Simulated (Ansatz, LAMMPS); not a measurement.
# Relaxing glassy 40SiO2-28Al2O3-16Li2O-16SrO (mol %) (85 atoms), part 3 of 3

Wanted: the relaxed structure of glassy 40SiO2-28Al2O3-16Li2O-16SrO (mol %) (85 atoms) and its electronic structure.

Ansatz 0.2.0; Kohn-Sham DFT, PBE, PAW (set soft_2), plane waves.

The cell: 10 Si, 14 Al, 8 Li, 4 Sr and 49 O. The quench rate of 6 K/ps far exceeds what a furnace or splat quench reaches. The network of bonds at the start is that of the classical potential that made the cell. Sampling is at Γ alone, for a cell whose shortest periodic width is 10 Å.

So far, density (g/cm³): step 5 (distances and neighbours after relaxation) 2.79.

## 6. Single point at the relaxed geometry

The electronic structure is read at the final geometry, in a run of its own.

input.yaml reads:

```yaml
crystal:
  lattice:
    - [10.3272, 0.0, 0.0]
    - [0.0, 10.3272, 0.0]
    - [0.0, 0.0, 10.3272]
  atoms:
    - { symbol: Si, position: [0.7056, 0.32504, 0.29793] }
    - { symbol: Si, position: [0.90296, 0.54238, 0.92111] }
    - { symbol: Si, position: [0.25578, 0.29861, 0.82326] }
    - { symbol: Si, position: [0.14489, 0.5113, 0.12948] }
    - { symbol: Si, position: [0.26399, 0.71987, 0.9624] }
    - { symbol: Si, position: [0.22387, 0.26074, 0.45031] }
    - { symbol: Si, position: [0.7607, 0.98868, 0.85248] }
    - { symbol: Si, position: [0.83184, 0.67261, 0.44135] }
    - { symbol: Si, position: [0.91963, 0.92044, 0.59862] }
    - { symbol: Si, position: [0.54464, 0.99086, 0.47041] }
    - { symbol: Al, position: [0.31048, 0.57162, 0.69034] }
    - { symbol: Al, position: [0.19523, 0.81568, 0.57054] }
    - { symbol: Al, position: [0.84189, 0.08523, 0.38528] }
    - { symbol: Al, position: [0.4658, 0.43668, 0.35613] }
    - { symbol: Al, position: [0.74073, 0.27438, 0.95615] }
    - { symbol: Al, position: [0.51037, 0.0908, 0.21227] }
    - { symbol: Al, position: [0.55858, 0.83272, 0.02884] }
    - { symbol: Al, position: [0.73577, 0.61055, 0.15639] }
    - { symbol: Al, position: [0.92505, 0.081, 0.09146] }
    - { symbol: Al, position: [0.44743, 0.32103, 0.05812] }
    - { symbol: Al, position: [0.11009, 0.54543, 0.43884] }
    - { symbol: Al, position: [0.54113, 0.6696, 0.51926] }
    - { symbol: Al, position: [0.34775, 0.06396, 0.65361] }
    - { symbol: Al, position: [0.2124, 0.20081, 0.15659] }
    - { symbol: Li, position: [0.06144, 0.72353, 0.79937] }
    - { symbol: Li, position: [0.01529, 0.31263, 0.9852] }
    - { symbol: Li, position: [0.37544, 0.78093, 0.36778] }
    - { symbol: Li, position: [0.44383, 0.60091, 0.16043] }
    - { symbol: Li, position: [0.71841, 0.89169, 0.25444] }
    - { symbol: Li, position: [0.457, 0.80246, 0.7661] }
    - { symbol: Li, position: [0.25263, 0.02207, 0.39356] }
    - { symbol: Li, position: [0.00475, 0.31679, 0.30334] }
    - { symbol: Sr, position: [0.54734, 0.29377, 0.70652] }
    - { symbol: Sr, position: [0.94918, 0.38917, 0.66308] }
    - { symbol: Sr, position: [0.12497, 0.01162, 0.86078] }
    - { symbol: Sr, position: [0.04615, 0.81881, 0.22451] }
    - { symbol: O, position: [0.70438, 0.63056, 0.51816] }
    - { symbol: O, position: [0.20168, 0.63255, 0.56235] }
    - { symbol: O, position: [0.45138, 0.60519, 0.38721] }
    - { symbol: O, position: [0.51164, 0.07567, 0.60256] }
    - { symbol: O, position: [0.30526, 0.90143, 0.67529] }
    - { symbol: O, position: [0.03295, 0.50859, 0.0167] }
    - { symbol: O, position: [0.72704, 0.14505, 0.83417] }
    - { symbol: O, position: [0.09818, 0.10143, 0.07702] }
    - { symbol: O, position: [0.14629, 0.35949, 0.16825] }
    - { symbol: O, position: [0.88501, 0.98139, 0.95486] }
    - { symbol: O, position: [0.17884, 0.17398, 0.32352] }
    - { symbol: O, position: [0.33748, 0.16019, 0.79513] }
    - { symbol: O, position: [0.11452, 0.58401, 0.27003] }
    - { symbol: O, position: [0.51706, 0.83734, 0.49059] }
    - { symbol: O, position: [0.46659, 0.63125, 0.66747] }
    - { symbol: O, position: [0.83088, 0.40326, 0.87992] }
    - { symbol: O, position: [0.6259, 0.21613, 0.21325] }
    - { symbol: O, position: [0.40298, 0.7948, 0.95985] }
    - { symbol: O, position: [0.68864, 0.01456, 0.41341] }
    - { symbol: O, position: [0.05477, 0.8653, 0.66474] }
    - { symbol: O, position: [0.82142, 0.63767, 0.01217] }
    - { symbol: O, position: [0.10796, 0.37236, 0.47126] }
    - { symbol: O, position: [0.14094, 0.81251, 0.99207] }
    - { symbol: O, position: [0.89076, 0.00336, 0.24069] }
    - { symbol: O, position: [0.63834, 0.89551, 0.88891] }
    - { symbol: O, position: [0.23428, 0.14338, 0.55559] }
    - { symbol: O, position: [0.94515, 0.56728, 0.47501] }
    - { symbol: O, position: [0.57642, 0.95275, 0.14576] }
    - { symbol: O, position: [0.61332, 0.37059, 0.42014] }
    - { symbol: O, position: [0.5767, 0.32163, 0.94843] }
    - { symbol: O, position: [0.20385, 0.84955, 0.405] }
    - { symbol: O, position: [0.81505, 0.70284, 0.28407] }
    - { symbol: O, position: [0.81321, 0.93127, 0.71294] }
    - { symbol: O, position: [0.43878, 0.03893, 0.36087] }
    - { symbol: O, position: [0.23923, 0.65503, 0.82046] }
    - { symbol: O, position: [0.86242, 0.23271, 0.06592] }
    - { symbol: O, position: [0.31281, 0.40254, 0.71547] }
    - { symbol: O, position: [0.38029, 0.16849, 0.12682] }
    - { symbol: O, position: [0.30192, 0.34524, 0.96572] }
    - { symbol: O, position: [0.74483, 0.44958, 0.20981] }
    - { symbol: O, position: [0.88476, 0.81656, 0.4852] }
    - { symbol: O, position: [0.59198, 0.69205, 0.12004] }
    - { symbol: O, position: [0.93678, 0.05894, 0.5254] }
    - { symbol: O, position: [0.44654, 0.42709, 0.18872] }
    - { symbol: O, position: [0.2674, 0.60339, 0.07659] }
    - { symbol: O, position: [0.35471, 0.34255, 0.44074] }
    - { symbol: O, position: [0.8379, 0.25578, 0.36092] }
    - { symbol: O, position: [0.95481, 0.58983, 0.78296] }
    - { symbol: O, position: [0.101, 0.27115, 0.81604] }
kpoints:
  mp_grid: { grid: [1, 1, 1] }
hamiltonian:
  xc: pbe
scf:
  occupations: { method: fermi_dirac, width: 0.025 }
output:
  forces: true
  stress: true
  populations: true
  dos:
    method: { smearing: { sigma: 0.08 } }
    de: 0.1
    projected: { site_lists: { Al: [Al], Li: [Li], O: [O], Si: [Si], Sr: [Sr] } }
  eigenvalues: true
  write_density: true
  write_potential: true
  volumetric_format: npy
  elf: true
```

Started as:

```console
$ ansatz run input.yaml --threads 4 --pin off --max-ram 8192MiB --backend cpu --events-out ev --progress --plain --runs-dir out
```

Numbers of over 12 decimals in the logs are rounded to 6 here.

Output:

```text
[...]
Crystal: 85 atoms, lattice volume = 1101.407 Å³
Basis set: ecut = 420 eV, 21559 PW (Γ), exchange–correlation on 144×144×144 points (8 copies of the dense FFT grid, shifted against one another)
Bands: 305, of which v1, the nominal top of the filled ones, is band 220 counted from 1 (219 counted from 0)
Symmetry: 1 space group operations
[...]
k-points: 1
[...]
SCF iter   1: F=—  HF=-57615.462113 eV  |F-HF|=—  |Δ(HF+E_count)|=         —  Δρ=1.76e-3  dr2=4.63e-2  ethr=1.77e-3  ⟨swp⟩=7.0  Hψ=1554  notcnv=0  defer=54
[...]
SCF iter   9: F=-57615.476629 eV  HF=-57615.476629 eV  |F-HF|=2.10e-8  |Δ(HF+E_count)|=   5.23e-8  Δρ=1.48e-6  dr2=2.67e-8  ethr=2.27e-11  ⟨swp⟩=20.0  Hψ=2990  notcnv=0
SCF 1 converged in 9 iterations: F = -57615.476629 eV  dr2 = 2.67e-8
[...]
SCF converged after 9 iterations
Free energy (F): -57615.476629 eV
[...]
Internal energy: -57615.476629 eV  (E = F + TS)
E sigma→0 (E₀):  -57615.476629 eV
Fermi energy:    5.649092 eV
[...]
--- Forces (eV/Å), atoms counted from 1 ---
  atom   1  Si     0.00042502     0.00154011    -0.00909899
  atom   2  Si     0.00051465     0.00499651    -0.01285026
  atom   3  Si     0.00356590     0.00661284     0.00564997
  atom   4  Si    -0.01051952    -0.00547555    -0.00632607
  atom   5  Si    -0.00509372    -0.00608915     0.01589565
  atom   6  Si    -0.01558564     0.01223069     0.00761228
  atom   7  Si    -0.00243469    -0.00243126    -0.00490183
  atom   8  Si     0.00039975    -0.00614646     0.00534862
  atom   9  Si     0.00090285    -0.00082269     0.00864660
  atom  10  Si     0.00109134     0.00030265    -0.00400787
  atom  11  Al     0.00255031    -0.00953276    -0.00539926
  atom  12  Al     0.00148361    -0.00350148    -0.00235077
  atom  13  Al    -0.00956035     0.00546421    -0.00512138
  atom  14  Al    -0.00397074     0.01013752    -0.00658556
[...]
atom  84  O      0.00221822    -0.00166242     0.00413616
  atom  85  O      0.00022846    -0.00219980    -0.00228915
  max |Σ_I F_I| component: 8.54e-5 eV/Å
--- Stress (GPa, compression-positive) ---
        0.887334      -0.772297      -1.215114
       -0.772304       0.063155      -0.357236
       -1.215121      -0.357243      -0.112028
  P = ⅓ Tr σ = 0.2795 GPa (2.795 kbar)
--- Band table (eV) ---
[...]
--- Löwdin populations: 85 sites ---
  site symbol       q [e]
     0     Si      2.3169
     1     Si      2.3726
     2     Si      2.3989
[...]
84      O      7.0042
  spilling = 0.011064 (of n_electrons = 440.000000)
```

Elapsed: 17 s, on 4 threads of Arm Neoverse V1, shared host; peak memory 1.3 GiB.

Read from the output:

```
free energy                                      : -57615.4766 eV
free energy per atom                             : -677.8291 eV/atom
SCF cycles                                       : 9
pressure                                         : 0.2795 GPa
r.m.s. force component                           : 0.00455 eV/Å
longest force                                    : 0.02122 eV/Å
Fermi energy                                     : 5.649 eV
gap (highest filled to lowest empty level) : 3.82 eV
spilling of the projection                       : 0.01106
```

Löwdin charges by element (they lack the spilled electrons, 0.057 e an atom on average):

```
element  coordination  atoms  mean charge (e)  spread  least    most
     Al           all     14             1.28  0.0373   1.20    1.33
     Li           all      8            0.822  0.0158  0.796   0.842
      O           all     49           -0.892  0.0607  -1.09  -0.785
     Si           all     10             1.67  0.0355   1.60    1.71
     Sr           all      4             1.86  0.0114   1.84    1.87
```

States in the cell by windows of 1 eV, zero at the Fermi level; the larger projections on atomic orbitals stand beside the total:

```
from (eV)  to (eV)  total   O p  Al p
      -10       -9    7.5   5.2   0.1
       -9       -8    9.2   6.5   0.3
       -8       -7   23.0  17.5   0.9
       -7       -6   31.1  24.2   1.8
       -6       -5   45.3  37.3   3.0
       -5       -4   55.9  50.0   2.0
       -4       -3   65.0  61.1   1.0
       -3       -2   50.6  48.6   0.5
       -2       -1    2.4   2.3   0.0
       -1        1    0.0   0.0   0.0
        1        2    1.6   0.0   0.0
        2        3    1.9   0.1   0.1
        3        4    6.7   0.6   1.0
        4        5   25.2   2.0   4.5
```

The curve was stored every 0.10 eV, coarse against its broadening of 0.08 eV, so these counts are rough.

Between -26 and -10 eV lie 126 more states.

About 24 of the 440 electrons lie in deeper levels, below the stored range.

The levels nearest the highest filled one (over half full), pooled over k-points and spins:

```
level less the highest filled one (eV)  occupation
                                -0.439           2
                                -0.395           2
                                -0.306           2
                                -0.216           2
                                -0.197           2
                                     0           2
                                  3.82           0
                                  4.83           0
                                  5.56           0
                                  5.63           0
                                  5.77           0
                                  5.94           0
```

Electrostatic potential energy in the ac plane at fractional y = 0.313, with atoms of Si and Al and Li and Sr and O within 0.2 Å of it. With pseudopotentials it is smooth inside the atoms' cores, unlike the true potential.

Ten even steps from '0' (-41 eV) to '9' (10 eV), each cell a mean:
```
23799996115877740047666689985
67899986337999951147666689997
99989753368999986688766789999
98546500037999999999888999999
98425500037998766788999999999
99878742368987300268999999888
78999988889986000047899988766
68999999999986100047899987533
68999999999997532478999987544
88999999999999877889999988777
99999888999999999999999999888
99877756788999999999999999999
99755312532489999989999999999
99877412521389999668999999999
88998756776799999767678767998
46899888999999999873015657985
14799999999999999850002789973
46899999999999999861004899985
89987899999999999987567999998
99952488999999999999999999999
99974688998766789999999999999
99999999998667668999999999999
77899999997678668999888999998
34799998557666666688656789985
```
Columns run along a (10.3 Å; values clipped at the 3rd and 97th percentile), rows up along c (10.3 Å). Atoms in or near the plane, at fractional coordinates: Si at (0.71, 0.30), Si at (0.26, 0.82), Al at (0.45, 0.06), Li at (0.02, 0.99), Li at (0.00, 0.30), Sr at (0.55, 0.71), O at (0.58, 0.95).

ELF in the ac plane at fractional y = 0.313, with atoms of Si and Al and Li and Sr and O within 0.2 Å of it. It is the smooth field of the valence electrons, not physical close to the nuclei.

Ten even steps from '_' (0.02 × 1e-1) to '@' (9.82 × 1e-1), each cell a mean:
```
@@%%..____..++%%####%%##::::##%%****%%##::____......____++
::....--....==##%%####++....**%%****%%##..__::====--..____
::++####++--::++####++::__..==##%%%%##==....==****++--____
++%%%%##%%**::..::::::..____..::----::..__..::==++++--____
==%%%%##%%##::....::::..____--====--..______..::--::______
..++######++::--====--..__--%%%%%%%%**..____________......
::..--++--..::==++++==....**%%==--##%%==__________--**##**
**..__..____..--==++==....**%%**++%%%%++________..**%%%%%%
**::__________..::::::____--##%%%%%%**::________::**%%%%%%
--____....__________________::====--..____________--**##**
__::==++==::......::----::__________....____________..::..
::**######**::::++**####**::__..--++**++::________________
==##%%%%%%##::--##%%##%%##--__--##%%%%**--____--====..____
::**######++..--%%##**%%##--__==##%%%%##--..::**####++..__
__..------::..--**####%%**::..==**##%%##==::++##%%%%##--__
**::______......::==++++--..__::--==++==..::**%%%%%%##..--
@@**________________..__________..::::......==**####==..##
**::..::--::..__________....____..--==--..__..------..__==
__..++######++::______..::::..__..==++==::....____________
__==##%%%%%%##==______..::--::__..--==--....______....____
__--**%%%%%%##--______..........__......______..--====::__
__..==**##**--........__________..__________..==**####==..
..____::::....--++++==..______==++==--::....--++####**==__
@@##..____..==##%%%%%%++..__==%%%%####**::__..--======..--
```
Columns run along a (10.3 Å), rows up along c (10.3 Å). Atoms in or near the plane, at fractional coordinates: Si at (0.71, 0.30), Si at (0.26, 0.82), Al at (0.45, 0.06), Li at (0.02, 0.99), Li at (0.00, 0.30), Sr at (0.55, 0.71), O at (0.58, 0.95).

Mean Löwdin charges: Al +1.28, Li +0.82, O -0.89, Si +1.67, Sr +1.86 e (they miss 1.1 % of the electrons, so they add up to more than the cell's charge).

The surroundings of Sr36, one of the 4 Sr atoms, nearest first, numbered as they follow in the input and with coordinates relative to it.

```
atom      x      y      z  distance (Å)  bonds  Löwdin charge (e)
Sr36   0.00   0.00   0.00          0.00      5               1.84
 O67   1.63   0.32   1.86          2.50      4              -1.09
 O60  -1.60   1.91   0.17          2.50      4              -0.97
 O49   0.71  -2.42   0.47          2.57      3              -0.87
 O59   0.98  -0.07  -2.40          2.59      3              -1.01
 O68  -2.39  -1.20   0.62          2.74      4              -0.89
 O77  -1.67  -0.02   2.69          3.17      2              -0.81
Al19  -1.25   2.71  -1.37          3.28      4               1.20
 O44   0.54   2.92  -1.52          3.34      3              -0.96
Li31   2.13   2.10   1.75          3.46      4               0.80
```

The column of bonds counts only the pairs O-Al within 2.23 Å, O-Si within 2.08 Å, O-Li within 2.27 Å, O-Sr within 3.05 Å; other neighbours, such as metal atoms beside each other in a compound, aren't counted, and periodic images can show an atom twice.

## 7. Another setting: scf.algorithm = "density_mixing"

Changed here: scf.algorithm = "density_mixing".

input.yaml, as its differences from that of step 6:

```diff
@@ -6,3 +6,3 @@
   atoms:
-    [... the 85 atom lines of step 6 ...]
+    [... the 85 atom lines of step 3 ...]
 kpoints:
@@ -13,2 +13,3 @@
   occupations: { method: fermi_dirac, width: 0.025 }
+  algorithm: density_mixing
 output:
@@ -22,5 +23 @@
   eigenvalues: true
-  write_density: true
-  write_potential: true
-  volumetric_format: npy
-  elf: true
```

Output:

```text
[...]
Crystal: 85 atoms, lattice volume = 1101.407 Å³
Basis set: ecut = 420 eV, 21559 PW (Γ), exchange–correlation on 144×144×144 points (8 copies of the dense FFT grid, shifted against one another)
Bands: 305, of which v1, the nominal top of the filled ones, is band 220 counted from 1 (219 counted from 0)
Symmetry: 1 space group operations
[...]
k-points: 1
[...]
SCF iter   1: F=—  HF=-57612.132207 eV  |F-HF|=—  |Δ(HF+E_count)|=         —  Δρ=1.88e-3  dr2=6.00e-2  ethr=1.77e-3  ⟨swp⟩=7.0  Hψ=1496  notcnv=0  defer=60
[...]
SCF iter   8: F=—  HF=-57612.149032 eV  |F-HF|=—  |Δ(HF+E_count)|=   1.78e-6  Δρ=1.00e-5  dr2=8.93e-7  ethr=3.94e-10  ⟨swp⟩=2.0  Hψ=430  notcnv=0  defer=81
SCF iter   9: F=-57612.149032 eV  HF=-57612.149032 eV  |F-HF|=4.11e-8  |Δ(HF+E_count)|=   5.11e-8  Δρ=1.74e-6  dr2=4.33e-8  ethr=2.27e-11  ⟨swp⟩=14.0  Hψ=1965  notcnv=0
SCF 1 converged in 9 iterations: F = -57612.149032 eV  dr2 = 4.33e-8
[...]
SCF converged after 9 iterations
Free energy (F): -57612.149032 eV
[...]
Internal energy: -57612.149032 eV  (E = F + TS)
E sigma→0 (E₀):  -57612.149032 eV
Fermi energy:    5.678885 eV
[...]
Σ components = -57612.149032   (vs F -57612.149032, Δ=0.00e0)
--- Forces (eV/Å), atoms counted from 1 ---
  atom   1  Si    -1.52498470     0.09113217     0.11136011
  atom   2  Si     0.19943754    -0.40799273     0.99145572
  atom   3  Si     0.01317381    -0.08673848    -0.11912111
  atom   4  Si    -1.21982905     0.54706694    -0.64794500
[...]
atom  85  O     -2.33859732    -0.49817260    -0.23120953
  max |Σ_I F_I| component: 2.59e-4 eV/Å
--- Stress (GPa, compression-positive) ---
        5.671966      -0.698839      -1.485205
       -0.698841       4.160966      -0.390452
       -1.485205      -0.390461       5.004739
  P = ⅓ Tr σ = 4.9459 GPa (49.459 kbar)
--- Band table (eV) ---
[...]
--- Löwdin populations: 85 sites ---
  site symbol       q [e]
     0     Si      2.2870
     1     Si      2.3525
     2     Si      2.3597
[...]
84      O      7.0169
  spilling = 0.011119 (of n_electrons = 440.000000)
```

The job ended after 16 s (4 threads; peak memory 1.3 GiB).

Geometry and reference: those of the single point at the start.

Forces differ from those of the single point at the start by 0 meV/Å r.m.s., 0 % of their size. It took 0.88 times the reference's time (shared host, so rough). The change had no effect here: energy, forces and cycles are those of the reference.

## 8. What came out

| Property | Result |
| --- | --- |
| energy change in the relaxation | -39.15 meV/atom |
| r.m.s. displacement | 0.134 Å |
| largest displacement | 0.44 Å |
| free energy per atom | -677.8291 eV/atom |
| pressure | 0.2795 GPa |
| r.m.s. force component | 0.00455 eV/Å |
| gap (highest filled to lowest empty level) | 3.82 eV |
| wall time of the 4 DFT runs | 2.5 min |

In words: Relaxation lowers the energy by 39.1 meV/atom and moves atoms by 0.13 Å r.m.s.; the r.m.s. force component goes from 0.70 to 0.0046 eV/Å, the pressure goes from 4.9 to 0.28 GPa, and the gap from 3.08 to 3.82 eV. First to last step the energy falls by 3.328 eV; the largest move, 0.44 Å, is that of Li25. The O-Sr bonds change most in mean length: from 2.727 Å (spread 0.141) to 2.612 Å (spread 0.122), and their number from 23 to 22. 88 % of the oxygens bridge two formers (Si and Al) and 8 % are non-bridging; 4 % join three. The highest filled and lowest empty levels differ by 3.82 eV (at Γ alone); a semilocal functional tends to put such gaps too low. In a disordered cell it changes from sample to sample, and tail or defect levels can set it.

What to keep in mind: The starting topology of bonds comes from the classical model; in DFT atoms moved by 0.13 Å r.m.s.

[Logs are printed without paths, hosts, clocks, repeated set-up lines and the standing remarks that a program may print on its own settings, such as how far it seeks lower states.]

[Hosts, paths, dates, database ids (printed as entryN), source tags and the programs' standing remarks are cut or masked in the printed files.]
